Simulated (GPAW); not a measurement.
**SiO2 (Stishovite): optical spectrum from first principles**

Wanted: where SiO2 (Stishovite) starts to absorb, how strongly, and its refractive index.

Program: GPAW 26.7.0. Level of theory: DFT, LDA, plane-wave PAW (GPAW data sets), scalar-relativistic, RPA, optical limit. Results are calculated unless marked as measured.

### Step 1. The structure

The structure is tetragonal, space group P4_2/mnm (No. 136). Conventional cell: a = 4.177 Å, b = 4.177 Å, c = 2.665 Å, α = 90.00°, β = 90.00°, γ = 90.00°. Nearest to Si lie 6 O at 1.76 to 1.81 Å. Nearest to O lie 3 Si at 1.76 to 1.81 Å. Farther neighbours and most contacts between anions are not listed.

Coordinates:

```cif
data_structure
_symmetry_space_group_name_H-M 'P4_2/mnm'
_symmetry_Int_Tables_number 136
_cell_length_a 4.1773
_cell_length_b 4.1773
_cell_length_c 2.6652
_cell_angle_alpha 90.000
_cell_angle_beta 90.000
_cell_angle_gamma 90.000
_cell_volume 46.51
loop_
_atom_site_label
_atom_site_type_symbol
_atom_site_symmetry_multiplicity
_atom_site_Wyckoff_symbol
_atom_site_fract_x
_atom_site_fract_y
_atom_site_fract_z
_atom_site_occupancy
Si1 Si 2 a 0.50000 0.50000 0.50000 1
O1 O 4 f 0.80590 0.19410 0.50000 1
```

### Step 2. Bands for the response

The response needs many more empty bands than the density does.

This step: DFT, LDA, plane-wave PAW (GPAW data sets), scalar-relativistic, bands at fixed density (GPAW 26.7.0).

File nscf.py:

```python
from ase.dft.bandgap import bandgap
from gpaw import GPAW, FermiDirac

calc = GPAW('gs.gpw').fixed_density(kpts={'size': (7, 7, 11), 'gamma': True}, nbands=46, convergence={'bands': 40},
                                    occupations=FermiDirac(0.001), txt='nscf.txt')
print('gap (eV)', bandgap(calc, output=None)[0])
print('direct gap (eV)', bandgap(calc, direct=True, output=None)[0])
print('top band over the Fermi level (eV)', min(calc.get_eigenvalues(kpt=k)[39] for k in range(len(calc.get_ibz_k_points()))) - calc.get_fermi_level())
calc.write('full.gpw', mode='all')
```

On the command line:

```sh
$ OMP_NUM_THREADS=1 python nscf.py
```

Numbers of over 12 decimals in the logs are rounded to 6 here.

Output:

```text
Diagonalizing LCAO Hamiltonian
Converting LCAO to pw mode
convergence criteria:
- Maximum integral of absolute [eigenst]ate change: 4e-08 eV^2 / valence electron
maximum number of iterations: 150

SCF iterations
|iter     |      energy | eigst |  dens |
|iter:   1||             | +3.18 |       |
|iter:   2||             | +1.97 |       |
|iter:   3||             | +0.95 |       |
|iter:   4||             | -0.13 |       |
|iter:   5||             | -1.14 |       |
|iter:   6||             | -2.11 |       |
|iter:   7||             | -3.03 |       |
|iter:   8||             | -3.93 |       |
|iter:   9||             | -4.81 |       |
|iter:  10||             | -5.70 |       |
|iter:  11||             | -6.54 |       |
|iter:  12||             | -7.34 |       |
|iter:  13||             | -7.93c|       |
SCF steps: 13
  __  _  _
 | _ |_)|_||  |
 |__||  | ||/\| - 26.7.0

Versions:
  Python: 3.12.14
  ASE:    3.29.0
  Numpy:  2.5.5
  Scipy:  1.18.1
  Libxc:  7.0.0

Input parameters:
  mode=PW(ecut=500.0),
  convergence={'bands': 40},
  gpts=array([24, 24, 14]),
  kpts=MonkhorstPack(size=(7, 7, 11), gamma=True),
  maxiter=150,
  nbands=46,
  occupations=Occupations(name='fermi-dirac', width=0.001, fixmagmom=False),
  parallel={},
  xc=XC(name='LDA')

--- standard output ---
gap (eV) 5.608943
direct gap (eV) 5.608943
top band over the Fermi level (eV) 26.508085
```

The job ended after 1.9 min (1 thread of Arm Neoverse V1, shared host; peak memory 0.26 GiB).

Numbers from this step:

| Item | Value |
| --- | --- |
| gap on the k-mesh | 5.609 eV |
| direct gap on the mesh | 5.609 eV |

### Step 3. Dielectric function, RPA

Local fields let the induced charge screen the field inside the cell, which as a rule lowers ε, most along directions where the density is uneven.

This step: DFT, LDA, plane-wave PAW (GPAW data sets), scalar-relativistic, RPA, optical limit (GPAW 26.7.0).

File df.py:

```python
from gpaw.response.df import DielectricFunction

df = DielectricFunction('full.gpw', frequencies={'type': 'nonlinear', 'domega0': 0.03, 'omega2': 8},
                        ecut=50,
                        eta=0.15,
                        nbands=40,
                        txt='df.txt')
for direction in ['x', 'z']:
    df.get_dielectric_function(xc='RPA', direction=direction, filename=f'df_{direction}.csv')
```

On the command line:

```sh
$ OMP_NUM_THREADS=1 python df.py
```

Output:

```text
Using integrator: PointIntegrator
NonLinearFrequencyDescriptor(from 0.000 to 53.065 eV, 473 points)
Nonperiodic BCs:  [False False False]
Using integrator: PointIntegrator
NonLinearFrequencyDescriptor(from 0.000 to 53.065 eV, 473 points)
Nonperiodic BCs:  [False False False]

Calculating chi0 body with:
    Ground state adapter containing:
    Number of spins: 1
    Number of kpoints: 539
    Number of irreducible kpoints: 96
    Number of completely occupied states: 16
    Number of partially occupied states: 16

    Linear response parametrization:
    q_c: [0.0, 0.0, 0.0]
    Number of frequency points: 473
    Planewave cutoff: 50.0
    Number of bands: 40
    Number of planewaves: 39
    Broadening (eta): 0.15

Integrating chi0 body.

Symmetries of q_c:
    Direct symmetries (Uq -> q): 8
    Indirect symmetries (TUq -> q): 0
In total 8 allowed symmetries.

96 groups of equivalent kpoints. 82.189239% reduction.

Integral kind: spectral function

Calculating chi0 optical extensions with:
    Ground state adapter containing:
    Number of spins: 1
    Number of kpoints: 539
    Number of irreducible kpoints: 96
    Number of completely occupied states: 16
    Number of partially occupied states: 16

    Linear response parametrization:
    Number of frequency points: 473
    Planewave cutoff: 50.0
    Number of bands: 40
    Number of planewaves: 39
    Broadening (eta): 0.15
Integrating chi0 head and wings.

Symmetries of q_c:
    Direct symmetries (Uq -> q): 8
    Indirect symmetries (TUq -> q): 0
In total 8 allowed symmetries.

96 groups of equivalent kpoints. 82.189239% reduction.

Integral kind: spectral function wings
```

Elapsed: 18 s, on 1 thread; peak memory 0.23 GiB.

Read-outs, printed or worked out from the files:

* electronic dielectric constant ε∞, mean over x, y and z (by symmetry where fewer were run): 3.326

The Im ε has structure finer than the step of the table below, so its rows give means over 0.5 eV, whole bins alone (the curve runs from 0 to 14.0 eV). Peaks (eV: height): E ∥ x 12.10: 4.80, 13.77: 5.00; E ∥ z 12.34: 8.66.

Values under the direct gap are tails of Lorentzian lines. Im ε against photon energy; means over each step:

```csv
photon energy (eV),E ∥ x,E ∥ z
0.5,0.00200,0.00203
1.0,0.00405,0.00409
1.5,0.00621,0.00625
2.0,0.00854,0.00854
2.5,0.0111,0.0110
3.0,0.0141,0.0138
3.5,0.0176,0.0169
4.0,0.0218,0.0206
4.5,0.0274,0.0249
5.0,0.0353,0.0302
5.5,0.0484,0.0370
6.0,0.0850,0.0464
6.5,0.229,0.0614
7.0,0.469,0.0855
7.5,0.715,0.182
8.0,0.769,0.372
8.5,1.01,0.696
9.0,1.57,1.17
9.5,2.20,1.59
10.0,2.50,2.04
10.5,2.41,2.80
11.0,2.57,3.39
11.5,3.16,5.71
12.0,4.43,7.01
12.5,4.43,7.93
13.0,4.22,6.86
13.5,4.24,5.12
```

Re ε against photon energy:

```csv
photon energy (eV),E ∥ x,E ∥ z
0.0,3.27,3.44
0.5,3.27,3.44
1.0,3.28,3.45
1.5,3.30,3.47
2.0,3.33,3.49
2.5,3.36,3.52
3.0,3.40,3.56
3.5,3.45,3.62
4.0,3.52,3.68
4.5,3.60,3.75
5.0,3.70,3.84
5.5,3.84,3.96
6.0,4.03,4.09
6.5,4.25,4.26
7.0,4.41,4.49
7.5,4.53,4.82
8.0,4.64,5.19
8.5,4.86,5.41
9.0,5.28,6.03
9.5,5.14,5.83
10.0,4.39,6.22
10.5,4.45,6.15
11.0,4.58,6.74
11.5,4.73,6.98
12.0,4.63,6.02
12.5,3.31,2.30
13.0,2.91,1.10
13.5,3.14,0.321
```

The Im ε, E ∥ x has structure finer than the step of the table below, so its rows give means over 0.5 eV, whole bins alone (the curve runs from 0 to 14.0 eV). Peaks (eV: height): without local fields 13.77: 6.08; with local fields 12.10: 4.80, 13.77: 5.00.

Values under the direct gap are tails of Lorentzian lines. The Im ε, E ∥ x by photon energy; means over each step:

```csv
photon energy (eV),without local fields,with local fields
0.5,0.00208,0.00200
1.0,0.00421,0.00405
1.5,0.00645,0.00621
2.0,0.00887,0.00854
2.5,0.0115,0.0111
3.0,0.0146,0.0141
3.5,0.0181,0.0176
4.0,0.0225,0.0218
4.5,0.0281,0.0274
5.0,0.0360,0.0353
5.5,0.0490,0.0484
6.0,0.0850,0.0850
6.5,0.224,0.229
7.0,0.452,0.469
7.5,0.682,0.715
8.0,0.732,0.769
8.5,0.974,1.01
9.0,1.54,1.57
9.5,2.11,2.20
10.0,2.30,2.50
10.5,2.28,2.41
11.0,2.61,2.57
11.5,3.41,3.16
12.0,4.85,4.43
12.5,4.86,4.43
13.0,4.89,4.22
13.5,5.16,4.24
```

Values under the direct gap are tails of Lorentzian lines. Table of loss function −Im 1/ε at q → 0 by energy loss; read off at these points:

```csv
energy loss (eV),E ∥ x,E ∥ z
0.00,0,0
0.50,1.9e-4,1.7e-4
1.00,3.8e-4,3.4e-4
1.50,5.7e-4,5.2e-4
2.00,7.7e-4,7.0e-4
2.50,9.8e-4,8.9e-4
3.00,0.00122,0.00108
3.50,0.00147,0.00129
4.00,0.00176,0.00152
4.50,0.00211,0.00176
5.00,0.00256,0.00204
5.50,0.00324,0.00236
6.00,0.00502,0.00276
6.50,0.0139,0.00341
7.00,0.0230,0.00413
7.50,0.0319,0.00823
8.00,0.0348,0.0140
8.50,0.0419,0.0240
9.00,0.0531,0.0303
9.50,0.0689,0.0445
10.00,0.0982,0.0486
10.50,0.0952,0.0623
11.00,0.0936,0.0586
11.50,0.0974,0.0709
12.00,0.108,0.0824
12.50,0.145,0.118
13.00,0.161,0.146
13.34,0.170,0.176
13.50,0.154,0.199
13.69,0.149,0.214
```

The reflectivity at normal incidence has structure finer than the step of the table below, so its rows give means over 0.5 eV, whole bins alone (the curve runs from 0 to 14.0 eV). Peaks (eV: height): E ∥ x 12.10: 23.2; E ∥ z 12.42: 34.3.

Reflectivity at normal incidence against photon energy; means over each step:

```csv
photon energy (eV),E ∥ x (%),E ∥ z (%)
0.5,8.30,8.96
1.0,8.34,9.00
1.5,8.41,9.07
2.0,8.51,9.17
2.5,8.64,9.29
3.0,8.81,9.45
3.5,9.02,9.65
4.0,9.27,9.89
4.5,9.59,10.2
5.0,9.99,10.5
5.5,10.5,10.9
6.0,11.2,11.5
6.5,12.1,12.1
7.0,12.9,12.9
7.5,13.2,14.0
8.0,13.7,15.2
8.5,14.8,16.3
9.0,16.4,17.9
9.5,17.2,18.2
10.0,16.6,19.9
10.5,16.3,21.3
11.0,17.2,23.3
11.5,19.1,27.9
12.0,22.4,29.8
12.5,21.7,33.1
13.0,20.9,32.9
13.5,20.9,29.6
```

Optical constants at common wavelengths, from n + ik = √ε:

```csv
wavelength (nm),n x,k x,R (%) x,1/α x,n z,k z,R (%) z,1/α z
1550,1.81,0.001,8.3,139 µm,1.86,0.001,9.0,141 µm
1064,1.81,0.001,8.4,65 µm,1.86,0.001,9.0,66 µm
450,1.84,0.003,8.7,10 µm,1.88,0.003,9.4,11 µm
365,1.85,0.005,9.0,6.4 µm,1.90,0.004,9.6,6.8 µm
308,1.88,0.006,9.3,4.2 µm,1.92,0.005,9.9,4.5 µm
248,1.92,0.009,10.0,2.2 µm,1.96,0.008,10.5,2.6 µm
193,2.06,0.053,12.1,289 nm,2.06,0.014,12.0,1.1 µm
```

Below the direct gap, k and the depth come from the tails of the Lorentzian lines, not from transitions.

Rows near the edge hang on the gap, which this functional as a rule makes too small, and phonon-assisted absorption is left out.

### Step 4. Results

```json
{"electronic dielectric constant ε∞, mean over x, y and z (by symmetry where fewer were run) (RPA)": "3.33"}
```

In words: At this level (LDA, RPA) SiO2 has a mean ε∞ = 3.33 and n = 1.81 at 1550 nm (E ∥ x). On the mesh the gap is 5.61 eV and the least direct gap 5.61 eV. Local fields change the static value along x from 3.37 to 3.27 (-3 %). Distinct maxima of Im ε, read by a parabola through the highest points, lie at 9.88 eV (2.6), 12.11 eV (4.8) and 13.81 eV (5.0) for E ∥ x. The static values by axis are 3.27 (x), 3.44 (z). Excitons and phonon-assisted transitions are missing; LDA gaps are as a rule too small, which pulls the onset down and ε∞ up. The sum runs over mesh points, so small or evenly spaced maxima can still be ripples of the mesh. In this version of GPAW the matrix elements of the optical limit are incomplete, which can lower ε − 1 by up to a tenth where first-row anions or d states rule, and shift it by more in d metals.

[Machine, clock and banner lines and Python warnings are left out of the logs.]

[Logs are printed without paths, hosts, clocks, repeated set-up lines and the standing remarks that a program may print on its own settings, such as how far it seeks lower states.]

[Hosts, paths, dates, database ids (printed as entryN), source tags and the programs' standing remarks are cut or masked in the printed files.]
